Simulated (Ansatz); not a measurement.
# One crystal, many levels of theory: BaIBr (Pnma), part 2 of 2

Wanted: a ladder of band gaps for BaIBr (Pnma), from density functionals to G0W0.

Ansatz 0.2.0; density functionals, hybrids and G0W0, plane waves, PAW. Known limits of the many-body steps: finite bands, screening cutoff and k mesh; no spin-orbit coupling in G0W0; screening cutoff under 40 eV in some runs.

So far. Step 6 (HSE06 on the 2×4×2 mesh): Over mesh and listed points the gap is 4.506 eV, direct, at k = Γ. HSE06 against PBEsol: 4.506 − 3.426 = +1.080 eV. The runs also differ in mesh (4×4×2 and 2×4×2), so how much of this comes from the functional alone is not known. Step 7 (PBE0 on the 2×4×2 mesh): Over mesh and listed points the gap is 5.206 eV, direct, at k = Γ. PBE0 against HSE06: 5.206 − 4.506 = +0.700 eV, with the same mesh, files and cutoff, and both edges at the same k points.

In doubt: masses and optical values from hybrid runs of this build are listed as unsure (step 9), which bears on the screening that GW takes from such a start.

**8. G0W0@PBEsol, 2×4×2 mesh, 1045 empty bands, screening to 100 eV**

G0W0 replaces the xc potential by a self-energy built once from the orbitals of the start. Levels are corrected in the window of bands that the input names, at points of the mesh.

This step: G0W0 on PBEsol, plane waves, PAW.

The input, input.yaml:

```yaml
crystal:
  lattice:
    - [8.81446039, 0.0, 0.0]
    - [0.0, 5.12429103, 0.0]
    - [0.0, 0.0, 10.19167839]
  atoms:
    - { symbol: Ba, position: [0.72882454, 0.25, 0.37513703] }
    - { symbol: Ba, position: [0.27117546, 0.75, 0.62486297] }
    - { symbol: Ba, position: [0.77117546, 0.75, 0.87513703] }
    - { symbol: Ba, position: [0.22882454, 0.25, 0.12486297] }
    - { symbol: I, position: [0.47161056, 0.25, 0.83177655] }
    - { symbol: I, position: [0.52838944, 0.75, 0.16822345] }
    - { symbol: I, position: [0.02838944, 0.75, 0.33177655] }
    - { symbol: I, position: [0.97161056, 0.25, 0.66822345] }
    - { symbol: Br, position: [0.8564719, 0.25, 0.06668585] }
    - { symbol: Br, position: [0.1435281, 0.75, 0.93331415] }
    - { symbol: Br, position: [0.6435281, 0.75, 0.56668585] }
    - { symbol: Br, position: [0.3564719, 0.25, 0.43331415] }
kpoints:
  mp_grid: { grid: [2, 4, 2] }
hamiltonian:
  xc: pbesol
scf:
  occupations: { method: fixed }
gw:
  n_empty_bands: 1045
  ecut_chi: 100.0
  qp_bands: [v4, c4]
  qp_kpoints: band_edges
  screening: { model: contour_deformation }
```

Run with:

```sh
$ ansatz run input.yaml --threads 3 --pin off --max-ram 92160MiB --backend cuda --events-out ev --progress --plain --runs-dir out --devices 1 --max-vram 13GiB
```

Numbers of over 12 decimals in the logs are rounded to 6 here.

Log:

```text
GPUs: using 1 of 1 available (devices: 1).
[...]
GPU FFT provider: cuFFT
GPU libraries: cuBLAS 13.8.2, cuFFT 12.4.0, cuSOLVER 12.3.4
Crystal: 12 atoms, lattice volume = 460.336 Å³
Basis set: ecut = 420 eV, 8947 PW (Γ)
Bands: 82, of which v1, the nominal top of the filled ones, is band 68 counted from 1 (67 counted from 0)
Symmetry: 8 space group operations
[...]
k-points: 12 of 16
[...]
0    72      9.0954    -5.4262    -3.7580    -9.8882  0.8178     9.8052     9.7994  root
[...]
11    69      9.8385    -6.1927    -3.9826   -11.0124  0.8113    10.6846    10.6756  root
    11    70      9.8385    -6.1927    -3.9826   -11.0124  0.8113    10.6846    10.6756  root
    11    71      9.8385    -6.1927    -3.9826   -11.0124  0.8113    10.6846    10.6756  root
    11    72      9.8385    -6.1927    -3.9826   -11.0124  0.8113    10.6846    10.6756  root
[key lines of the parts left out:]
SCF converged after 6 iterations
Free energy (F): -64150.224443 eV
Fermi energy:    4.916338 eV
```

Run time: 95 s. Hardware: 1 × NVIDIA H100 80GB HBM3 (shared by 6 runs) with 3 threads of AMD EPYC 7R13 (Zen 3), shared host; peak memory 5.2 GiB; 3 min of CPU time.

Numbers from this step:

- bands summed: 1113
- RPA ε∞ on this mesh (eigenvalues): 3.827, 3.837, 3.838
- plane waves in the screening matrix: 1035
- G0W0 gap over the corrected points: 5.143 eV
- k of the valence top: 0, 0, 0
- k of the conduction bottom: 0, 0, 0
- starting gap on the mesh: 3.426 eV
- Z at the valence top: 0.7888
- Z at the conduction bottom: 0.8221
- least direct G0W0 gap over the corrected points: 5.143 eV

Over all 12 irreducible mesh points the G0W0 gap is 5.143 eV, direct, at k = Γ. The PBEsol gap of this run on the mesh is 3.426 eV. The two states that bound the G0W0 gap lie that far apart at the start, so the correction of the gap is 5.143 − 3.426 = +1.717 eV.

**9. G0W0@HSE06, 2×4×2 mesh, 1045 empty bands, screening to 100 eV**

This step: G0W0 on HSE06, plane waves, PAW.

input.yaml, as its differences from that of step 8:

```diff
@@ -21,3 +21,3 @@
 hamiltonian:
-  xc: pbesol
+  xc: hse06
 scf:
```

Log:

```text
GPUs: using 1 of 1 available (devices: 1).
[...]
GPU FFT provider: cuFFT
GPU libraries: cuBLAS 13.8.2, cuFFT 12.4.0, cuSOLVER 12.3.4
Crystal: 12 atoms, lattice volume = 460.336 Å³
Basis set: ecut = 420 eV, 8947 PW (Γ)
Bands: 82, of which v1, the nominal top of the filled ones, is band 68 counted from 1 (67 counted from 0)
Symmetry: 8 space group operations
[...]
k-points: 12 of 16
[...]
0    71      9.5700    -5.7165    -3.4726    -9.5521  0.8489     9.9340     9.9330  root
     0    72      9.6531    -5.2462    -3.4871    -9.1545  0.8427    10.0758    10.0743  root
[...]
11    69     10.4530    -5.9744    -3.6683   -10.1616  0.8375    10.9743    10.9718  root
    11    70     10.4530    -5.9744    -3.6683   -10.1616  0.8375    10.9743    10.9718  root
    11    71     10.4530    -5.9744    -3.6683   -10.1616  0.8375    10.9743    10.9718  root
    11    72     10.4530    -5.9744    -3.6683   -10.1616  0.8375    10.9743    10.9718  root
[key lines of the parts left out:]
Free energy (F): -65054.405318 eV
Fermi energy:    4.354604 eV
```

Elapsed: 12 min, on 1 × NVIDIA H100 80GB HBM3 (shared by 6 runs) with 3 threads; peak memory 6 GiB.

This step gave:

```
bands summed                                    : 1113
RPA ε∞ on this mesh (eigenvalues)               : 3.212, 3.215, 3.216
plane waves in the screening matrix             : 1035
G0W0 gap over the corrected points              : 5.613 eV
k of the valence top                            : 0, 0, 0
k of the conduction bottom                      : 0, 0, 0
starting gap on the mesh                        : 4.506 eV
Z at the valence top                            : 0.8174
Z at the conduction bottom                      : 0.8463
least direct G0W0 gap over the corrected points : 5.613 eV
```

Over all 12 irreducible mesh points the G0W0 gap is 5.613 eV, direct, at k = Γ. The HSE06 gap of this run on the mesh is 4.506 eV. The two states that bound the G0W0 gap lie that far apart at the start, so the correction of the gap is 5.613 − 4.506 = +1.107 eV. G0W0@HSE06 against G0W0@PBEsol with 1113 bands: 5.613 − 5.143 = +0.470 eV, with the same mesh, files and cutoffs, and both edges at the same k points.

**10. G0W0@r2SCAN, 2×4×2 mesh, 1045 empty bands, screening to 100 eV**

This step: G0W0 on r2SCAN, plane waves, PAW.

input.yaml, as its differences from that of step 9:

```diff
@@ -21,3 +21,3 @@
 hamiltonian:
-  xc: hse06
+  xc: r2scan
 scf:
```

Log:

```text
GPUs: using 1 of 1 available (devices: 1).
[...]
GPU FFT provider: cuFFT
GPU libraries: cuBLAS 13.8.2, cuFFT 12.4.0, cuSOLVER 12.3.4
Crystal: 12 atoms, lattice volume = 460.336 Å³
Basis set: ecut = 500 eV, 11719 PW (Γ), exchange–correlation on 288×160×300 points (64 copies of the dense FFT grid, shifted against one another)
Bands: 82, of which v1, the nominal top of the filled ones, is band 68 counted from 1 (67 counted from 0)
[...]
0    72      9.6160    -5.6757    -3.5392    -9.5995  0.8357    10.0020    10.0006  root
[...]
11    69     10.3159    -6.2493    -3.7852   -10.6664  0.8260    10.9521    10.9479  root
    11    70     10.3159    -6.2493    -3.7852   -10.6664  0.8260    10.9521    10.9479  root
    11    71     10.3159    -6.2493    -3.7852   -10.6664  0.8260    10.9521    10.9479  root
    11    72     10.3159    -6.2493    -3.7852   -10.6664  0.8260    10.9521    10.9479  root
[key lines of the parts left out:]
SCF converged after 6 iterations
Free energy (F): -65169.665023 eV
Fermi energy:    4.736177 eV
```

Run time: 1.7 min. Hardware: 1 × NVIDIA H100 80GB HBM3 (shared by 6 runs) with 3 threads; peak memory 6.5 GiB.

Numbers from this step:

- bands summed: 1113
- RPA ε∞ on this mesh (eigenvalues): 3.373, 3.373, 3.374
- plane waves in the screening matrix: 1035
- G0W0 gap over the corrected points: 5.469 eV
- k of the valence top: 0, 0, 0
- k of the conduction bottom: 0, 0, 0
- starting gap on the mesh: 3.992 eV
- Z at the valence top: 0.8061
- Z at the conduction bottom: 0.8369
- least direct G0W0 gap over the corrected points: 5.469 eV

Over all 12 irreducible mesh points the G0W0 gap is 5.469 eV, direct, at k = Γ. The r2SCAN gap of this run on the mesh is 3.992 eV. The two states that bound the G0W0 gap lie that far apart at the start, so the correction of the gap is 5.469 − 3.992 = +1.477 eV. G0W0@r2SCAN against G0W0@HSE06 with 1113 bands: 5.469 − 5.613 = −0.144 eV. The runs also differ in plane-wave cutoff (420 eV and 500 eV), so how much of this comes from the start alone is not known.

**11. All levels together**

Each gap is the least one over the points named; times are wall times on shared hosts, not benchmarks. A G0W0 time includes the run's own self-consistent start. Runs with listed points see these and the mesh alone, so an edge that moves elsewhere is missed. Rows marked * are further runs, not shown as steps, whose inputs differ from the G0W0 step on the same start in the columns given; solver thresholds can differ too.

```tsv
level	mesh	files, cutoff	bands summed, screening	points	gap (eV)	valence top	conduction bottom	least direct gap (eV)	time
LDA	4×4×2	soft_2 PAW, 420 eV	-	mesh and listed points	3.353	Γ	Γ	3.353	11 s
PBEsol	4×4×2	soft_2 PAW, 420 eV	-	mesh and path	3.426	Γ	Γ	3.426	21 s
PBEsol+SOC	4×4×2	soft_2 PAW, 420 eV	-	mesh and listed points	3.158	Γ	Γ	3.158	16 s
r2SCAN	4×4×2	soft_2 PAW, 500 eV	-	mesh and listed points	3.993	Γ	Γ	3.993	20 s
HSE06	2×4×2	soft_2 PAW, 420 eV	-	mesh and listed points	4.506	Γ	Γ	4.506	68 s
PBE0	2×4×2	soft_2 PAW, 420 eV	-	mesh and listed points	5.206	Γ	Γ	5.206	74 s
G0W0@PBEsol*	2×4×2	soft_2 PAW, 420 eV	239, 30 eV	all 12 irreducible mesh points	4.891	Γ	Γ	4.891	34 s
G0W0@PBEsol*	2×4×2	soft_2 PAW, 420 eV	553, 60 eV	all 12 irreducible mesh points	4.973	Γ	Γ	4.973	54 s
G0W0@PBEsol	2×4×2	soft_2 PAW, 420 eV	1113, 100 eV	all 12 irreducible mesh points	5.143	Γ	Γ	5.143	95 s
G0W0@PBEsol*	2×2×2	soft_2 PAW, 420 eV	553, 60 eV	all 8 irreducible mesh points	4.950	Γ	Γ	4.950	36 s
G0W0@HSE06	2×4×2	soft_2 PAW, 420 eV	1113, 100 eV	all 12 irreducible mesh points	5.613	Γ	Γ	5.613	12 min
G0W0@r2SCAN	2×4×2	soft_2 PAW, 500 eV	1113, 100 eV	all 12 irreducible mesh points	5.469	Γ	Γ	5.469	1.7 min
```

**12. What came out**

```
LDA, over mesh and listed points                                     : 3.353 eV
PBEsol, over mesh and path                                           : 3.426 eV
PBEsol+SOC, over mesh and listed points                              : 3.158 eV
r2SCAN, over mesh and listed points                                  : 3.993 eV
HSE06, over mesh and listed points                                   : 4.506 eV
PBE0, over mesh and listed points                                    : 5.206 eV
G0W0@PBEsol (1113 bands, 2×4×2), over all 12 irreducible mesh points : 5.143 eV
G0W0@HSE06, over all 12 irreducible mesh points                      : 5.613 eV
G0W0@r2SCAN, over all 12 irreducible mesh points                     : 5.469 eV
known limits                                                         : finite bands, screening cutoff and k mesh; no spin-orbit coupling in G0W0; screening cutoff under 40 eV in some runs
```

In words: The rows run from 3.158 eV (PBEsol+SOC) to 5.613 eV (G0W0@HSE06). They differ in mesh, plane-wave cutoff, bands and screening cutoff of G0W0 and the points over which the gap was sought as well as in level, so only pairs that share these are like for like. PBEsol against LDA: 3.426 − 3.353 = +0.073 eV, with the same mesh, files and cutoff, and both edges at the same k points. PBEsol+SOC against PBEsol: 3.158 − 3.426 = −0.268 eV, with the same mesh, set of files (read in its fully relativistic form for the spin-orbit run) and cutoff, and both edges at the same k points. The spin-orbit run sees mesh and listed points alone, so its gap is an upper bound: the coupling can move an edge off these points, and the change over the zone, its sign included where it is small, is not known. PBE0 against HSE06: 5.206 − 4.506 = +0.700 eV, with the same mesh, files and cutoff, and both edges at the same k points. G0W0@HSE06 against G0W0@PBEsol with 1113 bands: 5.613 − 5.143 = +0.470 eV, with the same mesh, files and cutoffs, and both edges at the same k points. G0W0@PBEsol (1113 bands, 2×4×2) moves the gap of its own start on the mesh by 5.143 − 3.426 = +1.717 eV, between the same two levels. Both edges that PBEsol shows over mesh and path lie at k points where levels were corrected. Levels at other points were not corrected, so a lower G0W0 gap elsewhere in the zone is not ruled out. G0W0@HSE06 moves the gap of its own start on the mesh by 5.613 − 4.506 = +1.107 eV, between the same two levels. Both edges that HSE06 shows over mesh and listed points lie at k points where levels were corrected. Levels at other points were not corrected, so a lower G0W0 gap elsewhere in the zone is not ruled out. G0W0@r2SCAN moves the gap of its own start on the mesh by 5.469 − 3.992 = +1.477 eV, between the same two levels. Both edges that r2SCAN shows over mesh and listed points lie at k points where levels were corrected. Levels at other points were not corrected, so a lower G0W0 gap elsewhere in the zone is not ruled out. What spin-orbit coupling does to the G0W0 levels was not computed, so no sum with the G0W0 gap is formed. For G0W0@PBEsol: from 239 bands and 30 eV to 1113 bands and 100 eV the gap moves by 5.143 − 4.891 = +0.252 eV (rung by rung 4.891, 4.973, 5.143 eV); bands and screening cutoff rise together, so their parts are not told apart. A line in one over the bands through the two highest rungs gives 5.143 + (5.143 − 4.973) × 553 / (1113 − 553) = 5.311 eV, and through the pair below 4.973 + (4.973 − 4.891) × 239 / (553 − 239) = 5.035 eV. The two differ by 0.276 eV, not under the 0.030 eV asked, so the law does not hold well over these rungs and the limit is not known. The other G0W0 rows are shown at one basis each (1113 bands), so their distance from the limit is not known here. With the 2×2×2 mesh in place of the 2×4×2 mesh and all else as in the G0W0@PBEsol row with 553 bands, the gap differs by 4.950 − 4.973 = −0.023 eV, and that of the start by 3.423 − 3.426 = −0.003 eV. The G0W0 runs are scalar-relativistic. G0W0@PBEsol runs of this series with other atomic data on the same mesh, not shown as steps, give 5.226 eV (hard PAW, 680 eV, 1637 bands, screening to 130 eV); where bands and cutoffs differ too, the part of the files is not isolated. A screening cutoff under 40 eV is crude: G0W0@PBEsol with 239 bands at 30 eV.

[Paths, hosts, dates, memory and timing lines, banners, echoed tables and standing remarks are left out of the program output.]

[Logs are printed without paths, hosts, clocks, repeated set-up lines and the standing remarks that a program may print on its own settings, such as how far it seeks lower states.]

[Runs of the session that timed out or met a known fault of the program may be left out.]

[Cells called generated may have been cut or substituted from an entry of the Crystallography Open Database or the Materials Project.]

[Hosts, paths, dates, database ids (printed as entryN), source tags and the programs' standing remarks are cut or masked in the printed files.]

[Where an RPA ε∞ is given, it is that of the G0W0 mesh and is not shown converged in it. Names of k-points follow the symmetry that the program found, which can be lower than the space group named. Band edges on a path are those of the sampled points; other points can move an edge, and change direct to indirect where valleys lie close.]

[Hybrid gaps are those of their k-mesh and are not shown converged in it.]
